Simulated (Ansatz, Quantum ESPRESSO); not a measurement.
# Ballistic transmission: Mo chain with one atom pushed 0.5 Å aside at constant bond length, part 3 of 4

Wanted: the transmission near the Fermi level and the conductance of this junction: Mo chain with one atom pushed 0.5 Å aside at constant bond length.

Quantum ESPRESSO 7.5; plane-wave DFT, LDA, GBRV ultrasoft pseudopotentials; cross-check by Ansatz 0.2.0 with PAW datasets.

So far. Step 3 (Transmission with pwcond.x): The run is unpolarised; a magnetic state was not tried, may lie lower and would change T. Step 3 (Transmission with pwcond.x): At no point does T exceed the number of channels.

## 4. Transmission with pwcond.x, with nz1 = 3

Level of this step: transmission by pwcond, lead and junction from one cell; plane-wave DFT, LDA, GBRV ultrasoft pseudopotentials (Quantum ESPRESSO).

A sensitivity test on the input.

cond.w.in

```
&inputcond
  outdir = './out'
  prefixt = 'scf'
  tran_file = 'cond.w.dat'
  bdl = 0.6000000000
  bds = 4.4849976253
  ikind = 1
  ewind = 4.0
  epsproj = 1e-05
  nz1 = 3
  energy0 = 2.0
  denergy = -0.1
/
1
  0.00000000 0.00000000 1.00000000
41
```

On the command line:

```bash
$ OMP_NUM_THREADS=1 mpirun -n 4 pwcond.x -in cond.w.in > cond.w.out
```

Log:

```text
[banner, memory and clock lines left out]
Program PWCOND v.7.5 starts
[citation notice left out]

[...]
./out/scf.save/

[...]
negative rho (up, down):  1.252E-02 0.000E+00
     Reading collected, re-writing distributed wavefunctions

===== INPUT FILE containing all the regions =====

     GEOMETRY:

     lattice parameter (alat)  =      14.1729  a.u.
     the volume                =   12768.5802 (a.u.)^3
     the cross section         =     200.8724 (a.u.)^2
     l of the unit cell        =       4.4850 (alat)
     number of atoms/cell      =           15
     number of atomic types    =            1

     crystal axes: (cart. coord. in units of alat)
               a(1) = (  1.0000  0.0000  0.0000 )
               a(2) = (  0.0000  1.0000  0.0000 )
               a(3) = (  0.0000  0.0000  4.4850 )

   Cartesian axes

     site n.     atom                  positions (alat units)
          1        Mo     tau(  1)=(  0.5000  0.5000  4.4850  )
          2        Mo     tau(  2)=(  0.5000  0.5000  0.3000  )
          3        Mo     tau(  3)=(  0.5000  0.5000  0.6000  )
          4        Mo     tau(  4)=(  0.5000  0.5000  0.9000  )
          5        Mo     tau(  5)=(  0.5000  0.5000  1.2000  )
          6        Mo     tau(  6)=(  0.5000  0.5000  1.5000  )
          7        Mo     tau(  7)=(  0.5000  0.5000  1.8000  )
          8        Mo     tau(  8)=(  0.5667  0.5000  2.0925  )
          9        Mo     tau(  9)=(  0.5000  0.5000  2.3850  )
         10        Mo     tau( 10)=(  0.5000  0.5000  2.6850  )
         11        Mo     tau( 11)=(  0.5000  0.5000  2.9850  )
         12        Mo     tau( 12)=(  0.5000  0.5000  3.2850  )
         13        Mo     tau( 13)=(  0.5000  0.5000  3.5850  )
         14        Mo     tau( 14)=(  0.5000  0.5000  3.8850  )
         15        Mo     tau( 15)=(  0.5000  0.5000  4.1850  )

     nr1s                      =           54
     nr2s                      =           54
     nr3s                      =          240
     nr1sx                     =           54
     nr2sx                     =           54
     nr3sx                     =          240
     nr1                       =           60
     nr2                       =           60
     nr3                       =          270
     nr1x                      =           60
     nr2x                      =           60
     nr3x                      =          270

 _______________________________
  Radii of nonlocal spheres:

     type       ibeta     ang. mom.          radius (alat units)
       Mo         1         0                    0.1578
       Mo         2         0                    0.1578
       Mo         3         1                    0.1578
       Mo         4         1                    0.1578
       Mo         5         2                    0.1578
       Mo         6         2                    0.1578
----- General information -----

--- T calc. with identical leads (ikind=1) ---

     nrx                       =           54
     nry                       =           54
     nz1                       =            3

     energy0               =         2.0E+00
     denergy               =        -1.0E-01
     nenergy               =         41
     ecut2d                =         3.4E+01
     ewind                 =         4.0E+00
     epsproj               =         1.0E-05

     number of k_|| points=    1
                       cryst. coord.
        k(    1) = (   0.0000000   0.0000000), wk =   1.0000000
----- Information about left/right lead -----

     nocros                   =           18
     noins                    =           18
     norb                     =           54
     norbf                    =          252
     nrz                      =           32

      iorb      type   ibeta   ang. mom.   m       position (alat)
        1        1       1        0        1   taunew(   1)=(  0.5000  0.5000  0.0000)
        2        1       2        0        1   taunew(   2)=(  0.5000  0.5000  0.0000)
[...]
54        1       6        2        5   taunew(  54)=(  0.5000  0.5000  0.6000)
    k slab    z(k)  z(k+1)     crossing(iorb=1,norb)
    1   0.0000 0.0187 0.0187   111111111111111111000000000000000000000000000000000000
    2   0.0187 0.0375 0.0187   111111111111111111000000000000000000000000000000000000
[...]
32   0.5812 0.6000 0.0188   000000000000000000000000000000000000111111111111111111
----- Information about scattering region -----

     noins                    =          216
     norb                     =          252
     norbf                    =          252
     nrz                      =          208

      iorb      type   ibeta   ang. mom.   m       position (alat)
        1        1       1        0        1   taunew(   1)=(  0.5000  0.5000 -0.0000)
        2        1       2        0        1   taunew(   2)=(  0.5000  0.5000 -0.0000)
[...]
252        1       6        2        5   taunew( 252)=(  0.5000  0.5000  3.8850)
 ngper, shell number =          545          70
 ngper, n2d =          545         175
---  E-Ef =    2.0000000  k =    0.0000000   0.0000000
---  ie =          1  ik =          1
 Nchannels of the left tip =            4
 Right moving states:
   k1(2pi/a)   k2(2pi/a)   E-Ef (eV)
  -0.1670685   0.0000172   2.0000000
  -0.1678463   0.0000172   2.0000000
  -0.2201153  -0.0000001   2.0000000
  -0.4553452   0.0000092   2.0000000
 Left moving states:
   k1(2pi/a)   k2(2pi/a)   E-Ef (eV)
   0.1670684   0.0000172   2.0000000
   0.1678462   0.0000172   2.0000000
   0.2201153  -0.0000001   2.0000000
   0.4553452   0.0000092   2.0000000

 to transmit
 Band j to band i transmissions and reflections:
    j         i     |T_ij|^2    |R_ij|^2

    1 -->     1     0.93319     0.06681
    1 -->     2     0.00000     0.00000
    1 -->     3     0.00000     0.00000
    1 -->     4     0.00000     0.00000
   Total T_j, R_j =    0.93319  0.06681

    2 -->     1     0.00000     0.00000
    2 -->     2     0.12454     0.02801
    2 -->     3     0.35031     0.00425
    2 -->     4     0.48974     0.00315
   Total T_j, R_j =    0.96459  0.03541

    3 -->     1     0.00000     0.00000
    3 -->     2     0.34979     0.00426
    3 -->     3     0.40141     0.03367
    3 -->     4     0.20843     0.00244
   Total T_j, R_j =    0.95963  0.04037

    4 -->     1     0.00000     0.00000
    4 -->     2     0.49016     0.00315
    4 -->     3     0.20784     0.00244
    4 -->     4     0.28887     0.00754
   Total T_j, R_j =    0.98687  0.01313

E-Ef(ev), T(x2 spins) =    2.0000000   7.6885864
---  E-Ef =    1.9000000  k =    0.0000000   0.0000000
---  ie =          2  ik =          1
 Nchannels of the left tip =            4
 Right moving states:
   k1(2pi/a)   k2(2pi/a)   E-Ef (eV)
  -0.1878404   0.0000160   1.9000000
  -0.1884811   0.0000161   1.9000000
  -0.2338233  -0.0000001   1.9000000
  -0.4611898   0.0000092   1.9000000
 Left moving states:
   k1(2pi/a)   k2(2pi/a)   E-Ef (eV)
   0.1878403   0.0000160   1.9000000
   0.1884810   0.0000161   1.9000000
   0.2338233  -0.0000001   1.9000000
   0.4611899   0.0000092   1.9000000

 to transmit
 Band j to band i transmissions and reflections:
    j         i     |T_ij|^2    |R_ij|^2

    1 -->     1     0.92445     0.07555
    1 -->     2     0.00000     0.00000
    1 -->     3     0.00000     0.00000
    1 -->     4     0.00000     0.00000
   Total T_j, R_j =    0.92445  0.07555

    2 -->     1     0.00000     0.00000
    2 -->     2     0.09428     0.02819
    2 -->     3     0.37553     0.00190
    2 -->     4     0.49684     0.00327
   Total T_j, R_j =    0.96665  0.03335

    3 -->     1     0.00000     0.00000
    3 -->     2     0.37517     0.00190
    3 -->     3     0.38388     0.03035
    3 -->     4     0.20594     0.00276
   Total T_j, R_j =    0.96500  0.03500

    4 -->     1     0.00000     0.00000
    4 -->     2     0.49702     0.00327
    4 -->     3     0.20548     0.00276
    4 -->     4     0.28572     0.00576
   Total T_j, R_j =    0.98822  0.01178

E-Ef(ev), T(x2 spins) =    1.9000000   7.6886233
---  E-Ef =    1.8000000  k =    0.0000000   0.0000000
---  ie =          3  ik =          1
 Nchannels of the left tip =            4
 Right moving states:
   k1(2pi/a)   k2(2pi/a)   E-Ef (eV)
  -0.2059224   0.0000151   1.8000000
  -0.2064730   0.0000151   1.8000000
  -0.2473647  -0.0000001   1.8000000
  -0.4670446   0.0000093   1.8000000
 Left moving states:
   k1(2pi/a)   k2(2pi/a)   E-Ef (eV)
   0.2059223   0.0000151   1.8000000
   0.2064729   0.0000151   1.8000000
   0.2473647  -0.0000001   1.8000000
   0.4670446   0.0000093   1.8000000

 to transmit
 Band j to band i transmissions and reflections:
    j         i     |T_ij|^2    |R_ij|^2

    1 -->     1     0.91335     0.08665
    1 -->     2     0.00000     0.00000
    1 -->     3     0.00000     0.00000
    1 -->     4     0.00000     0.00000
   Total T_j, R_j =    0.91335  0.08665

    2 -->     1     0.00000     0.00000
    2 -->     2     0.06912     0.03213
    2 -->     3     0.39267     0.00062
    2 -->     4     0.50072     0.00474
   Total T_j, R_j =    0.96251  0.03749

    3 -->     1     0.00000     0.00000
    3 -->     2     0.39247     0.00062
    3 -->     3     0.37238     0.02809
    3 -->     4     0.20310     0.00335
   Total T_j, R_j =    0.96795  0.03205

    4 -->     1     0.00000     0.00000
    4 -->     2     0.50066     0.00474
    4 -->     3     0.20278     0.00335
    4 -->     4     0.28342     0.00505
   Total T_j, R_j =    0.98685  0.01315

E-Ef(ev), T(x2 spins) =    1.8000000   7.6613447
[... further energies and points left out ...]
---  E-Ef =   -1.8000000  k =    0.0000000   0.0000000
---  ie =         39  ik =          1
 Nchannels of the left tip =            3
 Right moving states:
   k1(2pi/a)   k2(2pi/a)   E-Ef (eV)
   0.3286022   0.0000068  -1.8000000
   0.3766768   0.0000084  -1.8000000
   0.3769885   0.0000083  -1.8000000
 Left moving states:
   k1(2pi/a)   k2(2pi/a)   E-Ef (eV)
  -0.3286022   0.0000068  -1.8000000
  -0.3766769   0.0000084  -1.8000000
  -0.3769886   0.0000083  -1.8000000

 to transmit
 Band j to band i transmissions and reflections:
    j         i     |T_ij|^2    |R_ij|^2

    1 -->     1     0.04631     0.01389
    1 -->     2     0.92479     0.01501
    1 -->     3     0.00000     0.00000
   Total T_j, R_j =    0.97110  0.02890

    2 -->     1     0.92485     0.01500
    2 -->     2     0.05220     0.00795
    2 -->     3     0.00000     0.00000
   Total T_j, R_j =    0.97705  0.02295

    3 -->     1     0.00000     0.00000
    3 -->     2     0.00000     0.00000
    3 -->     3     0.99121     0.00879
   Total T_j, R_j =    0.99121  0.00879

E-Ef(ev), T(x2 spins) =   -1.8000000   5.8787226
---  E-Ef =   -1.9000000  k =    0.0000000   0.0000000
---  ie =         40  ik =          1
 Nchannels of the left tip =            3
 Right moving states:
   k1(2pi/a)   k2(2pi/a)   E-Ef (eV)
   0.3209650   0.0000070  -1.9000000
   0.3634405   0.0000083  -1.9000000
   0.3637612   0.0000083  -1.9000000
 Left moving states:
   k1(2pi/a)   k2(2pi/a)   E-Ef (eV)
  -0.3209650   0.0000070  -1.9000000
  -0.3634405   0.0000083  -1.9000000
  -0.3637613   0.0000083  -1.9000000

 to transmit
 Band j to band i transmissions and reflections:
    j         i     |T_ij|^2    |R_ij|^2

    1 -->     1     0.03681     0.01443
    1 -->     2     0.93254     0.01622
    1 -->     3     0.00000     0.00000
   Total T_j, R_j =    0.96935  0.03065

    2 -->     1     0.93273     0.01621
    2 -->     2     0.04210     0.00896
    2 -->     3     0.00000     0.00000
   Total T_j, R_j =    0.97483  0.02517

    3 -->     1     0.00000     0.00000
    3 -->     2     0.00000     0.00000
    3 -->     3     0.99072     0.00928
   Total T_j, R_j =    0.99072  0.00928

E-Ef(ev), T(x2 spins) =   -1.9000000   5.8698032
---  E-Ef =   -2.0000000  k =    0.0000000   0.0000000
---  ie =         41  ik =          1
 Nchannels of the left tip =            3
 Right moving states:
   k1(2pi/a)   k2(2pi/a)   E-Ef (eV)
   0.3132722   0.0000071  -2.0000000
   0.3498143   0.0000083  -2.0000000
   0.3501453   0.0000082  -2.0000000
 Left moving states:
   k1(2pi/a)   k2(2pi/a)   E-Ef (eV)
  -0.3132722   0.0000071  -2.0000000
  -0.3498143   0.0000083  -2.0000000
  -0.3501453   0.0000082  -2.0000000

 to transmit
 Band j to band i transmissions and reflections:
    j         i     |T_ij|^2    |R_ij|^2

    1 -->     1     0.02864     0.01530
    1 -->     2     0.93806     0.01800
    1 -->     3     0.00000     0.00000
   Total T_j, R_j =    0.96670  0.03330

    2 -->     1     0.93828     0.01799
    2 -->     2     0.03330     0.01043
    2 -->     3     0.00000     0.00000
   Total T_j, R_j =    0.97158  0.02842

    3 -->     1     0.00000     0.00000
    3 -->     2     0.00000     0.00000
    3 -->     3     0.99007     0.00993
   Total T_j, R_j =    0.99007  0.00993

E-Ef(ev), T(x2 spins) =   -2.0000000   5.8567103
   T_tot     2.00000      0.76886E+01
   T_tot     1.90000      0.76886E+01
   T_tot     1.80000      0.76613E+01
   T_tot     1.70000      0.76040E+01
   T_tot     1.60000      0.74973E+01
   T_tot     1.50000      0.72778E+01
   T_tot     1.40000      0.65432E+01
   T_tot     1.30000      0.89695E+01
   T_tot     1.20000      0.98322E+01
   T_tot     1.10000      0.10336E+02
   T_tot     1.00000      0.10691E+02
   T_tot     0.90000      0.10959E+02
   T_tot     0.80000      0.11171E+02
   T_tot     0.70000      0.11343E+02
   T_tot     0.60000      0.11481E+02
   T_tot     0.50000      0.11589E+02
   T_tot     0.40000      0.11679E+02
   T_tot     0.30000      0.11754E+02
   T_tot     0.20000      0.11818E+02
   T_tot     0.10000      0.11868E+02
   T_tot    -0.00000      0.11901E+02
   T_tot    -0.10000      0.11903E+02
   T_tot    -0.20000      0.11911E+02
   T_tot    -0.30000      0.11875E+02
   T_tot    -0.40000      0.11812E+02
   T_tot    -0.50000      0.11698E+02
   T_tot    -0.60000      0.11489E+02
   T_tot    -0.70000      0.11059E+02
   T_tot    -0.80000      0.99580E+01
   T_tot    -0.90000      0.77885E+01
   T_tot    -1.00000      0.78858E+01
   T_tot    -1.10000      0.79141E+01
   T_tot    -1.20000      0.79235E+01
   T_tot    -1.30000      0.79141E+01
   T_tot    -1.40000      0.78459E+01
   T_tot    -1.50000      0.57434E+01
   T_tot    -1.60000      0.58737E+01
   T_tot    -1.70000      0.58821E+01
   T_tot    -1.80000      0.58787E+01
   T_tot    -1.90000      0.58698E+01
   T_tot    -2.00000      0.58567E+01

[...]
```

Elapsed: 4.1 min, on 4 MPI ranks of Arm Neoverse V2, shared host; peak memory 0.51 GiB.

The changed values were drawn from a wide range, not chosen for quality; the comparison shows what they did here together.

Beside the run it was changed from:

```
                                  quantity  this run  unchanged run  difference
 transmission at the Fermi level, one spin     5.950          5.951     -7.9e-4
lead channels at the Fermi level, one spin         6              6           0
                             wall time (s)       244            270
```

Over all energies T moves by up to 0.012, at -1.5 eV.

The physical values in this table stay within 0.05 %.

## 5. The open system, with ikind = 2

Another try, with an input changed as a hurried user might.

cond.bad.in

```
&inputcond
  outdir = './out'
  prefixt = 'scf'
  tran_file = 'cond.bad.dat'
  bdl = 0.6000000000
  bds = 4.4849976253
  ikind = 2
  ewind = 4.0
  epsproj = 1e-05
  nz1 = 7
  energy0 = 2.0
  denergy = -0.1
/
1
  0.00000000 0.00000000 1.00000000
41
```

On the command line:

```bash
$ OMP_NUM_THREADS=1 mpirun -n 4 pwcond.x -in cond.bad.in > cond.bad.out
```

Log:

```text
[banner, memory and clock lines left out]
Program PWCOND v.7.5 starts

          URL

     ./out/scf.save/

     IMPORTANT: XC functional enforced from input :
     Exchange-correlation= PZ
                           (   1   1   0   0   0   0   0)
     Any further DFT definition will be discarded
     Please, verify this is what you really want

     Check: negative core charge=   -0.000002

     negative rho (up, down):  1.252E-02 0.000E+00
     Reading collected, re-writing distributed wavefunctions

===== INPUT FILE containing all the regions =====

     GEOMETRY:

     lattice parameter (alat)  =      14.1729  a.u.
     the volume                =   12768.5802 (a.u.)^3
     the cross section         =     200.8724 (a.u.)^2
     l of the unit cell        =       4.4850 (alat)
     number of atoms/cell      =           15
     number of atomic types    =            1

     crystal axes: (cart. coord. in units of alat)
               a(1) = (  1.0000  0.0000  0.0000 )
               a(2) = (  0.0000  1.0000  0.0000 )
               a(3) = (  0.0000  0.0000  4.4850 )

   Cartesian axes

     site n.     atom                  positions (alat units)
          1        Mo     tau(  1)=(  0.5000  0.5000  4.4850  )
          2        Mo     tau(  2)=(  0.5000  0.5000  0.3000  )
          3        Mo     tau(  3)=(  0.5000  0.5000  0.6000  )
          4        Mo     tau(  4)=(  0.5000  0.5000  0.9000  )
          5        Mo     tau(  5)=(  0.5000  0.5000  1.2000  )
          6        Mo     tau(  6)=(  0.5000  0.5000  1.5000  )
          7        Mo     tau(  7)=(  0.5000  0.5000  1.8000  )
          8        Mo     tau(  8)=(  0.5667  0.5000  2.0925  )
          9        Mo     tau(  9)=(  0.5000  0.5000  2.3850  )
         10        Mo     tau( 10)=(  0.5000  0.5000  2.6850  )
         11        Mo     tau( 11)=(  0.5000  0.5000  2.9850  )
         12        Mo     tau( 12)=(  0.5000  0.5000  3.2850  )
         13        Mo     tau( 13)=(  0.5000  0.5000  3.5850  )
         14        Mo     tau( 14)=(  0.5000  0.5000  3.8850  )
         15        Mo     tau( 15)=(  0.5000  0.5000  4.1850  )

     nr1s                      =           54
     nr2s                      =           54
     nr3s                      =          240
     nr1sx                     =           54
     nr2sx                     =           54
     nr3sx                     =          240
     nr1                       =           60
     nr2                       =           60
     nr3                       =          270
     nr1x                      =           60
     nr2x                      =           60
     nr3x                      =          270

 _______________________________
  Radii of nonlocal spheres:

     type       ibeta     ang. mom.          radius (alat units)
       Mo         1         0                    0.1578
       Mo         2         0                    0.1578
       Mo         3         1                    0.1578
       Mo         4         1                    0.1578
       Mo         5         2                    0.1578
       Mo         6         2                    0.1578

 %%%%%%%%%%%%%%%%%%%%%%%%%%%%%%%%%%%%%%%%%%%%%%%%%%%%%%%%%%%%%%%%%%%%%%%%%%%%%%
     Error in routine init_orbitals (1):
     Too big atomic spheres
 %%%%%%%%%%%%%%%%%%%%%%%%%%%%%%%%%%%%%%%%%%%%%%%%%%%%%%%%%%%%%%%%%%%%%%%%%%%%%%

     stopping ...
[the rest left out]
```

The job ended after 1.2 s (4 MPI ranks; peak memory 0.42 GiB).

The program refused the input before any cycle.

The program's message: “Error in routine init_orbitals (1): Too big atomic spheres”

The change that led to it: inputcond.ikind = 2.

The message: “init_orbitals (1): Too big atomic spheres”. ikind = 2 asks for a second, right-hand lead, for which no boundary (bdr) or run was given; ikind = 1 fits one lead on both sides.

(Continued in part 4 of 4.)

[Logs are printed without paths, hosts, clocks, repeated set-up lines and the standing remarks that a program may print on its own settings, such as how far it seeks lower states.]

[Hosts, paths, dates, database ids (printed as entryN), source tags and the programs' standing remarks are cut or masked in the printed files.]

[Maps of the electrostatic potential energy from Ansatz leave out the sawtooth potential of an applied field or a dipole correction, so their vacuum need not be flat; planar profiles and work functions include it.]
